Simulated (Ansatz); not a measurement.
**Work function of Be(0001): what the settings cost and change**

Aim: the numerical settings behind the work function of Be(0001), with the cost of each.

Method: plane-wave DFT, PBE, Ansatz PAW, in Ansatz 0.2.0.

### 1. The starting structure

The cell holds 7 atoms: 7 Be. Cell: a = 2.290 Å, b = 2.290 Å, c = 28.765 Å, α = 90.0°, β = 90.0°, γ = 60.0°. Vacuum lies along c.

Coordinates:

```cif
data_structure
_symmetry_space_group_name_H-M 'P 1'
_symmetry_Int_Tables_number 1
_cell_length_a 2.2900
_cell_length_b 2.2900
_cell_length_c 28.7653
_cell_angle_alpha 90.000
_cell_angle_beta 90.000
_cell_angle_gamma 60.000
_cell_volume 130.64
loop_
_atom_site_label
_atom_site_type_symbol
_atom_site_fract_x
_atom_site_fract_y
_atom_site_fract_z
_atom_site_occupancy
Be1 Be 0.00000 0.00000 0.31288 1
Be2 Be 0.66667 0.66667 0.37525 1
Be3 Be 0.00000 0.00000 0.43763 1
Be4 Be 0.66667 0.66667 0.50000 1
Be5 Be 0.00000 0.00000 0.56237 1
Be6 Be 0.66667 0.66667 0.62475 1
Be7 Be 0.00000 0.00000 0.68712 1
```

### 2. Slab, setting cutoff 200 eV

A work function rests on the faint tail of the density, so the SCF threshold is tight. The cutoff is raised first; then mesh and smearing are varied at the default cutoff.

File input.yaml:

```yaml
crystal:
  lattice:
    - [2.29, 0.0, 0.0]
    - [1.145, 1.9831981747, 0.0]
    - [0.0, 0.0, 28.76529]
  atoms:
    - { symbol: Be, position: [0.0, 0.0, 0.3128770821] }
    - { symbol: Be, position: [0.6666666667, 0.6666666667, 0.375251388] }
    - { symbol: Be, position: [0.0, 0.0, 0.437625694] }
    - { symbol: Be, position: [0.6666666667, 0.6666666667, 0.5] }
    - { symbol: Be, position: [0.0, 0.0, 0.562374306] }
    - { symbol: Be, position: [0.6666666667, 0.6666666667, 0.624748612] }
    - { symbol: Be, position: [0.0, 0.0, 0.6871229179] }
kpoints:
  mp_grid: { grid: [20, 20, 1] }
hamiltonian:
  xc: pbe
scf:
  occupations: { method: fermi_dirac, width: 0.1 }
  convergence: { dr2_threshold: 1.0e-09 }
efield:
  axis: 3
  dipole_correction: true
  ramp_position: 0.97
  ramp_width: 0.06
basis:
  ecutwfc: "200 eV"
output:
  write_potential: true
  write_density: true
  volumetric_format: npy
  elf: true
```

Started as:

```
$ ansatz run input.yaml --threads 2 --pin off --max-ram 3072MiB --backend cpu --events-out ev --progress --plain --runs-dir out
```

Numbers of over 12 decimals in the logs are rounded to 6 here.

Output:

```text
Warning: basis.ecutwfc = 200 eV is below the records' recommended 420 eV, and the density's cutoff is lower with it unless basis.ecutrho_ratio is high enough to keep the records' density cutoff: compare with a run at a higher cutoff
Engine: ansatz 0.2.0, aarch64-unknown-linux-gnu
Pseudopotentials: kind: paw
Pseudopotential: Be, paw, valence charge 2, recommended cutoff 420 eV (normal), Be.paw.azcp
Functional definition: PBE
  parameter kappa = 0.804
  parameter beta = 0.066725
  exchange = pbe_x(kappa = kappa, mu = beta*pi^2/3)
  correlation = pbe_c(beta = beta)
Crystal: 7 atoms, lattice volume = 130.638 Å³
Basis set: ecut = 200 eV, 877 PW (Γ)
Bands: 14, of which v1, the nominal top of the filled ones, is band 7 counted from 1 (6 counted from 0)
Symmetry: 6 space group operations
k-points: 44 of 400 (time reversal used)
Non-local potential: Be, projectors of the file, l = 0: 2, l = 1: 2, l = 2: 1
PAW form: soft (Blöchl's): semilocal exchange-correlation on the pseudo side does not see the compensation charge
PAW one-centre angular grid: Be, 110 points (default); XC on 64 Gauss nodes
Initial density: superposition of atomic densities (neutral atoms: chi_scale 0, normalization atom), corrected by the library's trained network
Initial wavefunctions: pseudopotential atomic-orbital guess
Functional: x = pbe(κ = 0.804, μ = 0.219515), c = pbe(β = 0.066725)
SCF iter   1: F=—  HF=-647.774320 eV  |F-HF|=—  |Δ(HF+E_count)|=         —  Δρ=3.04e-3  dr2=1.45e-2  ethr=1.77e-3  p=0.000 e·Å  D=7.21e-14 V/Å  ΔV_dip=-0.00 eV  dr2_dipole=1.38e-8  V_vac-E_F(+/−)=5.41/5.42 eV  ⟨swp⟩=10.9  Hψ=6475  notcnv=0  defer=21
efield: sawtooth ramp at fractional position 0.9700 (set: `efield.ramp_position`, or a place that a band, a saddle search or an elastic batch's reference lends), width 0.0600; the density the first Hamiltonian is built on has a dipole p = 0.000 e·Å; the dipole correction subtracts the counter field D = 7.21e-14 V/Å, which shifts the + side's vacuum level by -0.00 eV against the − side's; the planar-averaged density in the ramp window peaks in size at 9.7e-7 e/Å³
preconditioner: auto → LDOS  [metal: Δε(μ)=0.062 eV  Ē_g=8.628 eV  σ=0.100 eV  W_gap=0.15  n_scr=16 (ndim 8)  ℏωp=12.2 eV  f_vac=0.481  D(μ)=1.46/eV (n_scr^D=12)  β→1.0]
SCF iter   2: F=—  HF=-647.777996 eV  |F-HF|=—  |Δ(HF+E_count)|=   3.68e-3  Δρ=8.73e-4  dr2=3.25e-3  ethr=1.03e-4  p=0.000 e·Å  D=3.30e-6 V/Å  ΔV_dip=-0.00 eV  dr2_dipole=5.35e-9  V_vac-E_F(+/−)=5.33/5.34 eV  ⟨swp⟩=2.4  Hψ=1321  notcnv=0  defer=20
SCF iter   3: F=—  HF=-647.777289 eV  |F-HF|=—  |Δ(HF+E_count)|=   7.07e-4  Δρ=2.64e-4  dr2=3.35e-4  ethr=2.32e-5  p=-0.000 e·Å  D=-2.19e-6 V/Å  ΔV_dip=0.00 eV  dr2_dipole=2.23e-9  V_vac-E_F(+/−)=5.32/5.32 eV  ⟨swp⟩=2.2  Hψ=906  notcnv=0  defer=20
SCF iter   4: F=—  HF=-647.777226 eV  |F-HF|=—  |Δ(HF+E_count)|=   6.26e-5  Δρ=5.24e-5  dr2=1.56e-5  ethr=2.39e-6  p=0.000 e·Å  D=5.21e-8 V/Å  ΔV_dip=-0.00 eV  dr2_dipole=3.99e-12  V_vac-E_F(+/−)=5.32/5.32 eV  ⟨swp⟩=2.5  Hψ=933  notcnv=0  defer=20
SCF iter   5: F=—  HF=-647.777226 eV  |F-HF|=—  |Δ(HF+E_count)|=   1.89e-7  Δρ=8.52e-6  dr2=3.87e-7  ethr=1.11e-7  p=-0.000 e·Å  D=-4.19e-7 V/Å  ΔV_dip=0.00 eV  dr2_dipole=2.40e-11  V_vac-E_F(+/−)=5.32/5.32 eV  ⟨swp⟩=2.3  Hψ=844  notcnv=0  defer=20
SCF iter   6: F=—  HF=-647.777226 eV  |F-HF|=—  |Δ(HF+E_count)|=   4.13e-7  Δρ=1.26e-6  dr2=7.69e-9  ethr=2.77e-9  p=0.000 e·Å  D=3.64e-8 V/Å  ΔV_dip=-0.00 eV  dr2_dipole=3.77e-13  V_vac-E_F(+/−)=5.32/5.32 eV  ⟨swp⟩=2.3  Hψ=884  notcnv=0  defer=20
SCF iter   7: F=-647.777226 eV  HF=-647.777226 eV  |F-HF|=2.74e-11  |Δ(HF+E_count)|=   2.02e-9  Δρ=2.19e-7  dr2=2.10e-10  ethr=7.14e-12  p=-0.000 e·Å  D=-6.96e-8 V/Å  ΔV_dip=0.00 eV  dr2_dipole=8.57e-14  V_vac-E_F(+/−)=5.32/5.32 eV  ⟨swp⟩=9.1  Hψ=3133  notcnv=0
SCF 1 converged in 7 iterations: F = -647.777226 eV  dr2 = 2.10e-10
  greatest PAW one-centre occupation: 0.376 electrons in one spin orbital (limit 2), on the Be atom at site 1 (counted from 0), in its partial waves of l = 0
WARN: The output density's exchange-correlation potential varies sharply where the density is thin. Do not read a vacuum level from v_tot or v_xc, or from such a field of the output density. On a cell that repeats whose density bears no net charge and no dipole along the vacuum's axis use v_es (v_loc + v_h of the components); under efield.dipole_correction with no amplitude use v_es + v_field, which holds any externa [...]
SCF converged after 7 iterations
Free energy (F): -647.777226 eV
Harris-Foulkes:  -647.777226 eV  (|F-HF|=2.74e-11)
Internal energy: -647.730113 eV  (E = F + TS)
E sigma→0 (E₀):  -647.753669 eV
Entropy (-TS):   -0.047113 eV (-6.730 meV/atom)
Fermi energy:    0.300211 eV
Dipole field:    D = -0.000001 V/Å  (p = -0.000000 e·Å, saw-weighted, corrected)
Work function:   Φ+ = 5.3196 eV   Φ− = 5.3206 eV
Levels:          The Fermi level and band energies are counted from a zero that moves with the ramp; work functions are not
--- Per-component energies (eV) ---
  E_band       = -55.112506
  E_kinetic    = 139.441018
  E_local      = -5915.657486  (includes V_loc(G=0)·N_el)
  E_nonlocal   = 31.057335
  E_hartree    = 2920.780054
  E_xc         = -135.518460
  E_vxc        = -141.849810  (∫ρ·V_xc dr)
  E_paw        = -416.618664  (= ΣΔE_a)
  E_vpaw       = -9.664534  (= ΣTr[D̂ρ^β])
  E_aug_tail   = 0.000136  (compensation charges beyond the density's cutoff)
  E_efield     = 0.000000  (sawtooth field / dipole correction)
  E_vefield    = 0.000000  (∫n·V_field dr)
  E_ewald      = 2728.785952
  E_smearing   = -0.047113  (= −TS)
  E_closure    = -0.000000  (closes the sum)
  Σ components = -647.777226   (vs F -647.777226, Δ=0.00e0)
--- Band table (eV; the first three rows and the last of 44) ---
  k-point 0: bands = [... 3 lower, -7.8513, -6.4821, -4.9580, -2.3967, -2.0869, 2.8927, 4.5439, 5.1142, ... 3 higher]
  k-point 1: bands = [... 3 lower, -7.7781, -6.4073, -4.8788, -2.3195, -1.9991, 2.9316, 4.6098, 5.2024, ... 3 higher]
  k-point 2: bands = [... 3 lower, -7.5596, -6.1850, -4.6444, -2.0918, -1.7436, 3.0335, 4.8025, 5.4671, ... 3 higher]
  k-point 43: bands = [... 3 lower, -0.6878, -0.6859, 0.0609, 0.1102, 0.2681, 0.9293, 1.2669, 1.7844, ... 3 higher]
```

Wall time 7.3 s (2 threads of Arm Neoverse N1, shared host); peak memory 0.31 GiB; 12 s of CPU time.

Reading the cycles: dr2 is the Hartree energy of the density residual (eV), the measure of convergence; HF is the Harris–Foulkes estimate of the energy, which meets the free energy F at convergence.

This step gave:

```
energy at zero smearing   : -647.7537 eV
work function, upper face : 5.320 eV
```

Running mean over 1.794 Å of the planar mean; the ramp of the sawtooth is left out. The electron's electrostatic potential energy less the Fermi level by z:

| z (Å) | electron's electrostatic potential energy less the Fermi level (eV) |
| --- | --- |
| 3.20 | 5.32 |
| 3.84 | 5.32 |
| 4.47 | 5.32 |
| 5.11 | 5.32 |
| 5.54 | 5.31 |
| 6.18 | 5.26 |
| 6.82 | 5.01 |
| 7.46 | 3.74 |
| 8.10 | -0.905 |
| 8.74 | -5.42 |
| 9.16 | -6.20 |
| 9.80 | -6.44 |
| 10.44 | -6.59 |
| 11.08 | -6.71 |
| 11.72 | -6.81 |
| 12.36 | -6.89 |
| 12.78 | -6.93 |
| 13.42 | -6.96 |
| 14.06 | -6.98 |
| 14.70 | -6.98 |
| 15.34 | -6.96 |
| 15.98 | -6.93 |
| 16.41 | -6.89 |
| 17.05 | -6.81 |
| 17.69 | -6.71 |
| 18.32 | -6.59 |
| 18.96 | -6.44 |
| 19.60 | -6.20 |
| 20.03 | -5.42 |
| 20.67 | -0.905 |
| 21.31 | 3.74 |
| 21.95 | 5.01 |
| 22.59 | 5.26 |
| 23.23 | 5.31 |
| 23.65 | 5.32 |
| 24.29 | 5.32 |
| 24.93 | 5.32 |
| 25.57 | 5.32 |

Electrostatic potential energy in the ca plane at fractional y = 0.000, with atoms of Be within 0.2 Å of it. With pseudopotentials it is smooth inside the atoms' cores, unlike the true potential.

Ten even steps from '0' (-45 eV) to '9' (6 eV), each cell a mean:
```
11488888840158888874015888887302689999999999
44688888863478888886347888888635799999999999
77888778887788877888778877788878899999999999
88887668888888766888888876688888999999999999
88888778888888767888888876788888999999999999
56788888875678878887567887888756899999999999
11588888851158888874126888887412689999999999
00388998730048888873005888987201589999999999
```
Columns run along c (16.0 Å, from fractional 0.30 to 0.86 of the cell; values clipped at the 3rd and 97th percentile), rows up along a (2.3 Å). Atoms in or near the plane, at fractional coordinates: Be at (0.31, 0.00), Be at (0.44, 0.00), Be at (0.56, 0.00), Be at (0.69, 0.00).

ELF in the ca plane at fractional y = 0.000, with atoms of Be within 0.2 Å of it. It is the smooth field of the valence electrons, not physical close to the nuclei.

Ten even steps from '0' (0.00) to '9' (0.77), each cell a mean:
```
00278999730038999972004899985100243210000000
22478888751258888874126888886323564210000000
87776556776677655777667765577778875210000000
98775335777777533677777653467899986210000000
88776546777777644677677754577789985210000000
54677778763467777875346777776545765210000000
00278999730048999872005899985100343210000000
00179999720038999961004899985000143210000000
```
Columns run along c (16.0 Å, from fractional 0.30 to 0.86 of the cell), rows up along a (2.3 Å). Atoms in or near the plane, at fractional coordinates: Be at (0.31, 0.00), Be at (0.44, 0.00), Be at (0.56, 0.00), Be at (0.69, 0.00).

Valence density in the ca plane at fractional y = 0.000, with atoms of Be within 0.2 Å of it. It is the smooth field of the valence electrons, not physical close to the nuclei.

Ten even steps from '0' (0.00 e/Å³) to '9' (0.28 e/Å³), each cell a mean:
```
44799999984589999997469999998644431000000000
77889999997899999998789999998877531000000000
89888998889988999888998899988998531000000000
89888888888888888888888888888897531000000000
89888888889988888888998888888998531000000000
88989999998898999999889899988987531000000000
55899999985689999998569999998755531000000000
23799999983489999997349999998623431000000000
```
Columns run along c (16.0 Å, from fractional 0.30 to 0.86 of the cell), rows up along a (2.3 Å). Atoms in or near the plane, at fractional coordinates: Be at (0.31, 0.00), Be at (0.44, 0.00), Be at (0.56, 0.00), Be at (0.69, 0.00).

The work function is 5.320 eV.

### 3. Slab

input.yaml, as its differences from that of step 2:

```diff
@@ -26,3 +26,3 @@
 basis:
-  ecutwfc: "200 eV"
+  ecutwfc: "300 eV"
 output:
@@ -31,2 +31 @@
   volumetric_format: npy
-  elf: true
```

Output:

```text
[...]
Crystal: 7 atoms, lattice volume = 130.638 Å³
Basis set: ecut = 300 eV, 1575 PW (Γ)
Bands: 14, of which v1, the nominal top of the filled ones, is band 7 counted from 1 (6 counted from 0)
Symmetry: 6 space group operations
k-points: 44 of 400 (time reversal used)
[...]
k-point 1: bands = [... 3 lower, -7.7826, -6.4172, -4.8938, -2.3342, -2.0155, 2.9076, 4.5969, 5.2139, ... 3 higher]
  k-point 2: bands = [... 3 lower, -7.5652, -6.1945, -4.6565, -2.1037, -1.7589, 3.0145, 4.7920, 5.4778, ... 3 higher]
  k-point 43: bands = [... 3 lower, -0.7013, -0.7005, 0.0453, 0.0947, 0.2535, 0.9135, 1.2492, 1.7711, ... 3 higher]
[key lines of the parts left out:]
SCF converged after 7 iterations
Free energy (F): -648.285523 eV
Fermi energy:    0.284364 eV
Dipole field:    D = -0.000001 V/Å  (p = -0.000001 e·Å, saw-weighted, corrected)
Work function:   Φ+ = 5.3201 eV   Φ− = 5.3201 eV
```

Wall time 9.3 s (2 threads); peak memory 0.31 GiB.

The work function is 5.320 eV, +0.000 eV from the run “cutoff 200 eV”, at 1.3 times its CPU time.

### 4. Run

input.yaml, as its differences from that of step 3:

```diff
@@ -26,3 +26,3 @@
 basis:
-  ecutwfc: "300 eV"
+  ecutwfc: "420 eV"
 output:
```

Output:

```text
[...]
Crystal: 7 atoms, lattice volume = 130.638 Å³
Basis set: ecut = 420 eV, 2521 PW (Γ)
Bands: 14, of which v1, the nominal top of the filled ones, is band 7 counted from 1 (6 counted from 0)
Symmetry: 6 space group operations
k-points: 44 of 400 (time reversal used)
[...]
k-point 1: bands = [... 3 lower, -7.7827, -6.4176, -4.8943, -2.3353, -2.0164, 2.9050, 4.5968, 5.2241, ... 3 higher]
  k-point 2: bands = [... 3 lower, -7.5655, -6.1950, -4.6573, -2.1048, -1.7597, 3.0128, 4.7918, 5.4873, ... 3 higher]
  k-point 43: bands = [... 3 lower, -0.7015, -0.7004, 0.0452, 0.0945, 0.2533, 0.9131, 1.2487, 1.7705, ... 3 higher]
[key lines of the parts left out:]
SCF converged after 7 iterations
Free energy (F): -648.322878 eV
Fermi energy:    0.283965 eV
Dipole field:    D = -0.000001 V/Å  (p = -0.000000 e·Å, saw-weighted, corrected)
Work function:   Φ+ = 5.3195 eV   Φ− = 5.3195 eV
```

Run time: 15 s. Hardware: 2 threads; peak memory 0.36 GiB; 27 s of CPU time.

The work function is 5.319 eV, -0.000 eV from the run “cutoff 200 eV”, at 2.2 times its CPU time.

### 5. Slab

input.yaml, as its differences from that of step 4:

```diff
@@ -26,3 +26,3 @@
 basis:
-  ecutwfc: "420 eV"
+  ecutwfc: "600 eV"
 output:
```

Output:

```text
[...]
Crystal: 7 atoms, lattice volume = 130.638 Å³
Basis set: ecut = 600 eV, 4357 PW (Γ)
Bands: 14, of which v1, the nominal top of the filled ones, is band 7 counted from 1 (6 counted from 0)
Symmetry: 6 space group operations
k-points: 44 of 400 (time reversal used)
[...]
k-point 1: bands = [... 3 lower, -7.7827, -6.4176, -4.8943, -2.3354, -2.0165, 2.9048, 4.5963, 5.2274, ... 3 higher]
  k-point 2: bands = [... 3 lower, -7.5655, -6.1950, -4.6573, -2.1048, -1.7598, 3.0126, 4.7912, 5.4902, ... 3 higher]
  k-point 43: bands = [... 3 lower, -0.7016, -0.7005, 0.0451, 0.0944, 0.2532, 0.9130, 1.2486, 1.7703, ... 3 higher]
[key lines of the parts left out:]
SCF converged after 7 iterations
Free energy (F): -648.324299 eV
Fermi energy:    0.283836 eV
Dipole field:    D = 0.000000 V/Å  (p = 0.000000 e·Å, saw-weighted, corrected)
Work function:   Φ+ = 5.3196 eV   Φ− = 5.3196 eV
```

Run time: 21 s. Hardware: 2 threads; peak memory 0.45 GiB.

The work function is 5.320 eV, +0.000 eV from the run “cutoff 420 eV”, at 1.4 times its CPU time.

### 6. Run

input.yaml, as its differences from that of step 5:

```diff
@@ -14,3 +14,3 @@
 kpoints:
-  mp_grid: { grid: [20, 20, 1] }
+  mp_grid: { grid: [3, 3, 1] }
 hamiltonian:
@@ -25,4 +25,2 @@
   ramp_width: 0.06
-basis:
-  ecutwfc: "600 eV"
 output:
```

Output:

```text
[...]
Crystal: 7 atoms, lattice volume = 130.638 Å³
Basis set: ecut = 420 eV, 2521 PW (Γ)
Bands: 14, of which v1, the nominal top of the filled ones, is band 7 counted from 1 (6 counted from 0)
Symmetry: 6 space group operations
k-points: 3 of 9 (time reversal used)
[...]
Work function:   Φ+ = 4.6037 eV   Φ− = 4.6037 eV
[...]
--- Band table (eV) ---
  k-point 0: bands = [... 3 lower, -7.4403, -5.9841, -4.3463, -2.5017, -2.0842, 3.4370, 4.4026, 4.8871, ... 3 higher]
  k-point 1: bands = [... 3 lower, -4.3408, -2.9214, -1.2971, 0.4914, 1.8090, 3.6102, 4.7794, 5.7947, ... 3 higher]
  k-point 2: bands = [... 3 lower, 0.3709, 0.4197, 0.4632, 0.4637, 0.5236, 0.7332, 0.7335, 1.7892, ... 3 higher]
[key lines of the parts left out:]
SCF converged after 15 iterations
Free energy (F): -645.755663 eV
Fermi energy:    0.593216 eV
Dipole field:    D = -0.000000 V/Å  (p = -0.000000 e·Å, saw-weighted, corrected)
```

Wall time 3.3 s (2 threads); peak memory 0.28 GiB.

The work function is 4.604 eV, -0.716 eV from the run “cutoff 420 eV”, at 0.12 times its CPU time.

### 7. Slab

input.yaml, as its differences from that of step 6:

```diff
@@ -14,3 +14,3 @@
 kpoints:
-  mp_grid: { grid: [3, 3, 1] }
+  mp_grid: { grid: [7, 7, 1] }
 hamiltonian:
```

Output:

```text
[...]
Crystal: 7 atoms, lattice volume = 130.638 Å³
Basis set: ecut = 420 eV, 2521 PW (Γ)
Bands: 14, of which v1, the nominal top of the filled ones, is band 7 counted from 1 (6 counted from 0)
Symmetry: 6 space group operations
k-points: 8 of 49 (time reversal used)
[...]
k-point 1: bands = [... 3 lower, -7.4140, -6.0400, -4.4951, -1.8199, -1.4443, 2.9982, 5.0133, 5.9336, ... 3 higher]
  k-point 2: bands = [... 3 lower, -5.6821, -4.2944, -2.6757, -0.2547, 0.5620, 3.2867, 5.1566, 6.6346, ... 3 higher]
  k-point 7: bands = [... 3 lower, -1.4501, -0.5164, 0.4319, 0.5898, 0.6874, 1.2026, 1.9493, 2.8256, ... 3 higher]
[key lines of the parts left out:]
SCF converged after 9 iterations
Free energy (F): -648.226968 eV
Fermi energy:    0.436683 eV
Dipole field:    D = -0.000002 V/Å  (p = -0.000001 e·Å, saw-weighted, corrected)
Work function:   Φ+ = 5.2910 eV   Φ− = 5.2910 eV
```

The job ended after 4.4 s (2 threads; peak memory 0.29 GiB).

The work function is 5.291 eV, -0.028 eV from the run “cutoff 420 eV”, at 0.22 times its CPU time.

### 8. Slab

input.yaml, as its differences from that of step 7:

```diff
@@ -14,3 +14,3 @@
 kpoints:
-  mp_grid: { grid: [7, 7, 1] }
+  mp_grid: { grid: [13, 13, 1] }
 hamiltonian:
```

Output:

```text
[...]
Crystal: 7 atoms, lattice volume = 130.638 Å³
Basis set: ecut = 420 eV, 2521 PW (Γ)
Bands: 14, of which v1, the nominal top of the filled ones, is band 7 counted from 1 (6 counted from 0)
Symmetry: 6 space group operations
k-points: 21 of 169 (time reversal used)
[...]
k-point 1: bands = [... 3 lower, -7.6596, -6.2913, -4.7448, -2.2361, -1.9017, 2.9933, 4.6830, 5.3288, ... 3 higher]
  k-point 2: bands = [... 3 lower, -7.1472, -5.7676, -4.1902, -1.6973, -1.2942, 3.2319, 5.1153, 5.9444, ... 3 higher]
  k-point 20: bands = [... 3 lower, -0.5681, -0.1133, 0.0297, 0.3338, 0.5604, 0.8272, 1.3377, 2.1192, ... 3 higher]
[key lines of the parts left out:]
SCF converged after 8 iterations
Free energy (F): -648.296072 eV
Fermi energy:    0.341584 eV
Dipole field:    D = 0.000001 V/Å  (p = 0.000000 e·Å, saw-weighted, corrected)
Work function:   Φ+ = 5.2390 eV   Φ− = 5.2390 eV
```

Run time: 9.1 s. Hardware: 2 threads; peak memory 0.31 GiB.

The work function is 5.239 eV, -0.081 eV from the run “cutoff 420 eV”, at 0.54 times its CPU time.

### 9. Run

input.yaml, as its differences from that of step 8:

```diff
@@ -14,3 +14,3 @@
 kpoints:
-  mp_grid: { grid: [13, 13, 1] }
+  mp_grid: { grid: [30, 30, 1] }
 hamiltonian:
```

Output:

```text
[...]
Crystal: 7 atoms, lattice volume = 130.638 Å³
Basis set: ecut = 420 eV, 2521 PW (Γ)
Bands: 14, of which v1, the nominal top of the filled ones, is band 7 counted from 1 (6 counted from 0)
Symmetry: 6 space group operations
k-points: 91 of 900 (time reversal used)
[...]
k-point 1: bands = [... 3 lower, -7.8116, -6.4467, -4.9273, -2.3749, -2.0599, 2.8945, 4.5594, 5.1682, ... 3 higher]
  k-point 2: bands = [... 3 lower, -7.7149, -6.3476, -4.8216, -2.2717, -1.9456, 2.9434, 4.6486, 5.2856, ... 3 higher]
  k-point 90: bands = [... 3 lower, -0.5342, -0.4905, -0.2631, -0.2602, 0.1566, 1.0144, 1.0144, 1.4674, ... 3 higher]
[key lines of the parts left out:]
SCF converged after 7 iterations
Free energy (F): -648.325554 eV
Fermi energy:    0.279879 eV
Dipole field:    D = 0.000000 V/Å  (p = 0.000000 e·Å, saw-weighted, corrected)
Work function:   Φ+ = 5.3143 eV   Φ− = 5.3143 eV
```

The job ended after 32 s (2 threads; peak memory 0.45 GiB; 56 s of CPU time).

The work function is 5.314 eV, -0.005 eV from the run “cutoff 420 eV”, at 2.1 times its CPU time.

(Continued in part 2 of 2.)

[Logs are printed without paths, hosts, clocks, repeated set-up lines and the standing remarks that a program may print on its own settings, such as how far it seeks lower states.]

[Hosts, paths, dates, database ids (printed as entryN), source tags and the programs' standing remarks are cut or masked in the printed files.]

[Maps of the electrostatic potential energy from Ansatz leave out the sawtooth potential of an applied field or a dipole correction, so their vacuum need not be flat; planar profiles and work functions include it.]
